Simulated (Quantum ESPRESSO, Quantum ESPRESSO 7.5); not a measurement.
## Re(0001), 5 layers against a metal electrode, stepped through the charge of the slab

What law, if any, do the results for Re(0001), 5 layers against a metal electrode follow against the charge of the slab?

Calculated with Quantum ESPRESSO 7.5; plane-wave DFT, PBE, GBRV ultrasoft pseudopotentials.

## 1. The starting structure

Symmetry: P6_3/mmc, No. 194, hexagonal system. Conventional cell: a = 2.760 Å, b = 2.760 Å, c = 4.457 Å, α = 90.00°, β = 90.00°, γ = 120.00°. Nearest to Re lie 12 Re at 2.74 to 2.76 Å.

Set-up: The slab is relaxed neutral, then held. ESM with bc3: vacuum below and a metal electrode about 6 Å above the top atoms. Cold smearing of 0.02 Ry. Charges are set per cell from the starting area. The slabs take the lattice constants of the bulk relaxed by the same program.

Members 2, 3, 4.5, 6, 7 and 8 took the same steps and show in the table alone.

## 2. Relaxing cell and ions of the reference

The bulk crystal is relaxed in cell and atoms; the members are built on its lattice constants.

ref.vc.in reads:

```
&control
  prefix = 'ref.vc'
  outdir = './out'
  pseudo_dir = './pseudo'
  nstep = 40
  forc_conv_thr = 0.0003
  calculation = 'vc-relax'
/
&system
  ibrav = 0
  nat = 2
  ntyp = 1
  ecutwfc = 50
  ecutrho = 250
  occupations = 'smearing'
  smearing = 'mv'
  degauss = 0.02
/
&electrons
  conv_thr = 1e-09
  mixing_beta = 0.4
  electron_maxstep = 120
/
&ions
/
&cell
  press_conv_thr = 0.3
/
ATOMIC_SPECIES
  Re  186.2070  re_pbe_v1.2.uspp.F.UPF
CELL_PARAMETERS angstrom
  2.76000000000000 0.00000000000000 0.00000000000000
  -1.38000000000000 2.39023011444505 0.00000000000000
  0.00000000000000 0.00000000000000 4.45740000000000
ATOMIC_POSITIONS crystal
  Re  0.333333333333 0.666666666667 0.250000000000
  Re  0.666666666667 0.333333333333 0.750000000000
K_POINTS automatic
  17 17 9 0 0 0
```

The run is started by

```
$ OMP_NUM_THREADS=1 mpirun -n 4 pw.x -nk 4 -in ref.vc.in > ref.vc.out
```

Log:

```text
Program PWSCF v.7.5 starts
[citation notice left out]

     Parallel version (MPI & OpenMP), running on       4 processor cores
     Number of MPI processes:                 4
     Threads/MPI process:                     1

     MPI processes distributed on     1 nodes
[...]
Current dimensions of program PWSCF are:
     Max number of different atomic species (ntypx) = 10
     Max number of k-points (npk) =  40000
     Max angular momentum in pseudopotentials (lmaxx) =  4
     Message from routine setup:
     using ibrav=0 with symmetry is DISCOURAGED, use correct ibrav instead

     K-points division:     npool     =       4
     Subspace diagonalization in iterative solution of the eigenvalue problem:
     a serial algorithm will be used

     G-vector sticks info
     --------------------
     sticks:   dense  smooth     PW     G-vecs:    dense   smooth      PW
     Sum         475     379    121                13189     9487    1701

     Using Slab Decomposition

     bravais-lattice index     =            0
     lattice parameter (alat)  =       5.2156  a.u.
     unit-cell volume          =     198.4390 (a.u.)^3
     number of atoms/cell      =            2
     number of atomic types    =            1
     number of electrons       =        30.00
     number of Kohn-Sham states=           19
     kinetic-energy cutoff     =      50.0000  Ry
     charge density cutoff     =     250.0000  Ry
     scf convergence threshold =      1.0E-09
     mixing beta               =       0.4000
     number of iterations used =            8  plain     mixing
     energy convergence thresh.=      1.0E-04
     force convergence thresh. =      3.0E-04
     press convergence thresh. =      3.0E-01
     Exchange-correlation= SLA  PW   PBE  PBE
                           (   1   4   3   4   0   0   0)
     nstep                     =           40

     celldm(1)=   5.215644  celldm(2)=   0.000000  celldm(3)=   0.000000
     celldm(4)=   0.000000  celldm(5)=   0.000000  celldm(6)=   0.000000

     crystal axes: (cart. coord. in units of alat)
               a(1) = (   1.000000   0.000000   0.000000 )
               a(2) = (  -0.500000   0.866025   0.000000 )
               a(3) = (   0.000000   0.000000   1.615000 )

     reciprocal axes: (cart. coord. in units 2 pi/alat)
               b(1) = (  1.000000  0.577350 -0.000000 )
               b(2) = (  0.000000  1.154701  0.000000 )
               b(3) = (  0.000000 -0.000000  0.619195 )

     PseudoPot. # 1 for Re read from file:
     ./pseudo/re_pbe_v1.2.uspp.F.UPF
     Pseudo is Ultrasoft + core correction, Zval = 15.0
     Generated by new atomic code, or converted to UPF format
     Using radial grid of  981 points,  8 beta functions with:
                l(1) =   0
                l(2) =   0
                l(3) =   1
                l(4) =   1
                l(5) =   2
                l(6) =   2
                l(7) =   3
                l(8) =   3
     Q(r) pseudized with  8 coefficients,  rinner =    1.150   1.150   1.150
                                                       1.150   1.150   1.150
                                                       1.150

     atomic species   valence    mass     pseudopotential
     Re               15.00   186.20700     Re( 1.00)

     24 Sym. Ops., with inversion, found (12 have fractional translation)

   Cartesian axes

     site n.     atom                  positions (alat units)
         1        Re     tau(   1) = (  -0.0000000   0.5773503   0.4037500  )
         2        Re     tau(   2) = (   0.5000000   0.2886751   1.2112500  )

     number of k points=   165  Marzari-Vanderbilt smearing, width (Ry)=  0.0200

     Number of k-points >= 100: set verbosity='high' to print them.

     Dense  grid:    13189 G-vectors     FFT dimensions: (  27,  27,  48)

     Smooth grid:     9487 G-vectors     FFT dimensions: (  24,  24,  40)

     Estimated max dynamical RAM per process >      59.24 MB

     Estimated total dynamical RAM >     227.29 MB

     Initial potential from superposition of free atoms

     starting charge      28.9999, renormalised to      30.0000

     negative rho (up, down):  2.614E-01 0.000E+00
     Starting wfcs are   26 randomized atomic wfcs

     total cpu time spent up to now is        1.4 secs

     per-process dynamical memory:    35.8 Mb

     Self-consistent Calculation

     iteration #  1     ecut=    50.00 Ry     beta= 0.40
     Davidson diagonalization with overlap
     ethr =  1.00E-02,  avg # of iterations =  2.0

     negative rho (up, down):  2.694E-01 0.000E+00

     total cpu time spent up to now is        2.8 secs

     total energy              =    -381.29991589 Ry
     estimated scf accuracy    <       0.35424305 Ry

     iteration #  2     ecut=    50.00 Ry     beta= 0.40
[...]
negative rho (up, down):  2.732E-01 0.000E+00

[...]
total energy              =    -381.29447394 Ry
     estimated scf accuracy    <       0.04948527 Ry

     iteration #  3     ecut=    50.00 Ry     beta= 0.40
[...]
negative rho (up, down):  2.704E-01 0.000E+00

[...]
total energy              =    -381.31363621 Ry
     estimated scf accuracy    <       0.00280402 Ry

     iteration #  4     ecut=    50.00 Ry     beta= 0.40
[...]
negative rho (up, down):  2.702E-01 0.000E+00

[...]
total energy              =    -381.31453421 Ry
     estimated scf accuracy    <       0.00054761 Ry

     iteration #  5     ecut=    50.00 Ry     beta= 0.40
[...]
negative rho (up, down):  2.704E-01 0.000E+00

[...]
total energy              =    -381.31465246 Ry
     estimated scf accuracy    <       0.00000530 Ry

     iteration #  6     ecut=    50.00 Ry     beta= 0.40
[...]
negative rho (up, down):  2.703E-01 0.000E+00

[...]
total energy              =    -381.31465013 Ry
     estimated scf accuracy    <       0.00001291 Ry

     iteration #  7     ecut=    50.00 Ry     beta= 0.40
[...]
negative rho (up, down):  2.703E-01 0.000E+00

[...]
total energy              =    -381.31465298 Ry
     estimated scf accuracy    <          6.9E-09 Ry

     iteration #  8     ecut=    50.00 Ry     beta= 0.40
[...]
negative rho (up, down):  2.703E-01 0.000E+00

[...]
total energy              =    -381.31465300 Ry
[...]
Forces acting on atoms (cartesian axes, Ry/au):

     atom    1 type  1   force =     0.00000000    0.00000000    0.00000000
     atom    2 type  1   force =     0.00000000    0.00000000    0.00000000

     Total force =     0.000000     Total SCF correction =     0.000000

     Computing stress (Cartesian axis) and pressure

     negative rho (up, down):  2.687E-01 0.000E+00
          total   stress  (Ry/bohr**3)                   (kbar)     P=      -52.77
  -0.00035971   0.00000000   0.00000000          -52.92        0.00        0.00
   0.00000000  -0.00035971   0.00000000            0.00      -52.92        0.00
   0.00000000   0.00000000  -0.00035668            0.00        0.00      -52.47

     Energy error            =      1.2E-04 Ry
     Gradient error          =      0.0E+00 Ry/Bohr
     Cell gradient error     =      5.3E+01 kbar

     number of scf cycles    =   2
     number of bfgs steps    =   1

     enthalpy           old  =    -381.3146530036 Ry
     enthalpy           new  =    -381.3147697999 Ry

     CASE: enthalpy          _new < enthalpy          _old

     new trust radius        =       0.0138418375 bohr
     new conv_thr            =            1.0E-11 Ry

     new unit-cell volume =    201.75683 a.u.^3 (    29.89728 Ang^3 )
     density =     20.68443 g/cm^3

CELL_PARAMETERS (angstrom)
   2.774683527  -0.000000000   0.000000000
  -1.387341764   2.402946422   0.000000000
   0.000000000   0.000000000   4.484087626

ATOMIC_POSITIONS (crystal)
Re               0.3333333333        0.6666666667        0.2500000000
Re               0.6666666667        0.3333333333        0.7500000000

[...]
NEW-OLD atomic charge density approx. for the potential
     New effective cutoffs (rho, wfc):  247.06   49.47

     negative rho (up, down):  2.697E-01 0.000E+00

     total cpu time spent up to now is       30.1 secs

     per-process dynamical memory:    67.8 Mb

     Self-consistent Calculation

     iteration #  1     ecut=    50.00 Ry     beta= 0.40
     Davidson diagonalization with overlap
     ethr =  1.00E-06,  avg # of iterations =  4.2

     Threshold (ethr) on eigenvalues was too large:
     Diagonalizing with lowered threshold

     Davidson diagonalization with overlap
     ethr =  3.33E-08,  avg # of iterations =  2.0

     negative rho (up, down):  2.696E-01 0.000E+00

     total cpu time spent up to now is       33.6 secs

     total energy              =    -381.31531734 Ry
     estimated scf accuracy    <       0.00000885 Ry

[...]
iteration #  6     ecut=    50.00 Ry     beta= 0.40
[...]
negative rho (up, down):  2.695E-01 0.000E+00

[...]
End of self-consistent calculation

     Number of k-points >= 100: set verbosity='high' to print the bands.

     the Fermi energy is    23.9177 ev

!    total energy              =    -381.31531861 Ry
     estimated scf accuracy    <          2.7E-12 Ry
     smearing contrib. (-TS)   =       0.00081147 Ry
     internal energy E=F+TS    =    -381.31613007 Ry

     The total energy is F=E-TS. E is the sum of the following terms:
     one-electron contribution =     -34.29691971 Ry
     hartree contribution      =      37.32044431 Ry
     xc contribution           =    -105.15368943 Ry
     ewald contribution        =    -279.18596523 Ry

     convergence has been achieved in   6 iterations

     negative rho (up, down):  2.695E-01 0.000E+00

     Forces acting on atoms (cartesian axes, Ry/au):

     atom    1 type  1   force =     0.00000000    0.00000000    0.00000000
     atom    2 type  1   force =    -0.00000000   -0.00000000    0.00000000

     Total force =     0.000000     Total SCF correction =     0.000000

     Computing stress (Cartesian axis) and pressure

     negative rho (up, down):  2.695E-01 0.000E+00
          total   stress  (Ry/bohr**3)                   (kbar)     P=       -1.44
  -0.00001079  -0.00000000  -0.00000000           -1.59       -0.00       -0.00
  -0.00000000  -0.00001079  -0.00000000           -0.00       -1.59       -0.00
   0.00000000   0.00000000  -0.00000788            0.00        0.00       -1.16

     Energy error            =      5.5E-04 Ry
     Gradient error          =      1.2E-27 Ry/Bohr
     Cell gradient error     =      1.6E+00 kbar

     number of scf cycles    =   3
     number of bfgs steps    =   2

     enthalpy           old  =    -381.3147697999 Ry
     enthalpy           new  =    -381.3153186055 Ry

     CASE: enthalpy          _new < enthalpy          _old

     new trust radius        =       0.0004544458 bohr
     new conv_thr            =            1.0E-11 Ry

     new unit-cell volume =    201.67504 a.u.^3 (    29.88516 Ang^3 )
     density =     20.69281 g/cm^3

CELL_PARAMETERS (angstrom)
   2.774239662  -0.000000000   0.000000000
  -1.387119831   2.402562023   0.000000000
  -0.000000000  -0.000000000   4.483704441

ATOMIC_POSITIONS (crystal)
Re               0.3333333333        0.6666666667        0.2500000000
Re               0.6666666667        0.3333333333        0.7500000000

[...]
NEW-OLD atomic charge density approx. for the potential
     New effective cutoffs (rho, wfc):  247.12   49.48

     negative rho (up, down):  2.695E-01 0.000E+00

     total cpu time spent up to now is       43.0 secs

     per-process dynamical memory:    67.8 Mb

[...]
!    total energy              =    -381.31531902 Ry
[...]
Total force =     0.000000     Total SCF correction =     0.000000
[...]
Self-consistent Calculation

     iteration #  1     ecut=    50.00 Ry     beta= 0.40
     Davidson diagonalization with overlap
     ethr =  1.00E-06,  avg # of iterations = 11.4

     negative rho (up, down):  2.693E-01 0.000E+00

     total cpu time spent up to now is       57.8 secs

     total energy              =    -381.28690329 Ry
     estimated scf accuracy    <       0.39692309 Ry

[...]
iteration # 10     ecut=    50.00 Ry     beta= 0.40
[...]
negative rho (up, down):  2.693E-01 0.000E+00

[...]
End of self-consistent calculation

     Number of k-points >= 100: set verbosity='high' to print the bands.

     the Fermi energy is    23.9292 ev

!    total energy              =    -381.31536413 Ry
     estimated scf accuracy    <          1.2E-12 Ry
     smearing contrib. (-TS)   =       0.00081042 Ry
     internal energy E=F+TS    =    -381.31617455 Ry

     The total energy is F=E-TS. E is the sum of the following terms:
     one-electron contribution =     -34.24382024 Ry
     hartree contribution      =      37.30658838 Ry
     xc contribution           =    -105.15517646 Ry
     ewald contribution        =    -279.22376623 Ry

     convergence has been achieved in  10 iterations

     negative rho (up, down):  2.693E-01 0.000E+00

     Forces acting on atoms (cartesian axes, Ry/au):

     atom    1 type  1   force =    -0.00000000    0.00000000    0.00000000
     atom    2 type  1   force =     0.00000000   -0.00000000    0.00000000

     Total force =     0.000000     Total SCF correction =     0.000000

     Computing stress (Cartesian axis) and pressure

     negative rho (up, down):  2.693E-01 0.000E+00
          total   stress  (Ry/bohr**3)                   (kbar)     P=       -0.19
  -0.00000148  -0.00000000  -0.00000000           -0.22       -0.00       -0.00
  -0.00000000  -0.00000148   0.00000000           -0.00       -0.22        0.00
  -0.00000000  -0.00000000  -0.00000085           -0.00       -0.00       -0.12

[...]
=------------------------------------------------------------------------------=
   JOB DONE.
=------------------------------------------------------------------------------=
```

Run time: 75 s. Hardware: 4 MPI ranks of Arm Neoverse V1, shared host; peak memory 0.39 GiB.

Step by step:

| step | energy less that of the first step (eV) | largest force (eV/Å) | volume (Å³) |
| --- | --- | --- | --- |
| 1 | 0.0000 | 0.0000 | 29.41 |
| 2 | -0.0016 | 0.0000 | 30.33 |
| 3 | -0.0091 | 0.0000 | 29.90 |
| 4 | -0.0091 | 0.0000 | 29.89 |
| 5 | -0.0097 | 0.0000 | 29.89 |

| conventional cell, symmetrised | before | after | change |
| --- | --- | --- | --- |
| a (Å) | 2.760 | 2.774 | +0.5 % |
| b (Å) | 2.760 | 2.774 | +0.5 % |
| c (Å) | 4.457 | 4.484 | +0.6 % |
| volume (Å³/atom) | 14.70 | 14.94 | +1.6 % |

The relaxed structure:

```cif
data_structure
_symmetry_space_group_name_H-M 'P 1'
_symmetry_Int_Tables_number 1
_cell_length_a 2.7742
_cell_length_b 2.7742
_cell_length_c 4.4837
_cell_angle_alpha 90.000
_cell_angle_beta 90.000
_cell_angle_gamma 120.000
_cell_volume 29.89
loop_
_atom_site_label
_atom_site_type_symbol
_atom_site_fract_x
_atom_site_fract_y
_atom_site_fract_z
_atom_site_occupancy
Re1 Re 0.33333 0.66667 0.25000 1
Re2 Re 0.66667 0.33333 0.75000 1
```

 The last row is no step: it is a fresh SCF in the final cell with a new plane-wave basis, -1 meV from the row before.

This step gave:

```
free energy  : -5188.0598 eV
Fermi energy : 23.93 eV
```

(Continued in part 2 of 4.)

[Logs are printed without paths, hosts, clocks, repeated set-up lines and the standing remarks that a program may print on its own settings, such as how far it seeks lower states.]

[Hosts, paths, dates, database ids (printed as entryN), source tags and the programs' standing remarks are cut or masked in the printed files.]

[Maps of the electrostatic potential energy from Ansatz leave out the sawtooth potential of an applied field or a dipole correction, so their vacuum need not be flat; planar profiles and work functions include it.]
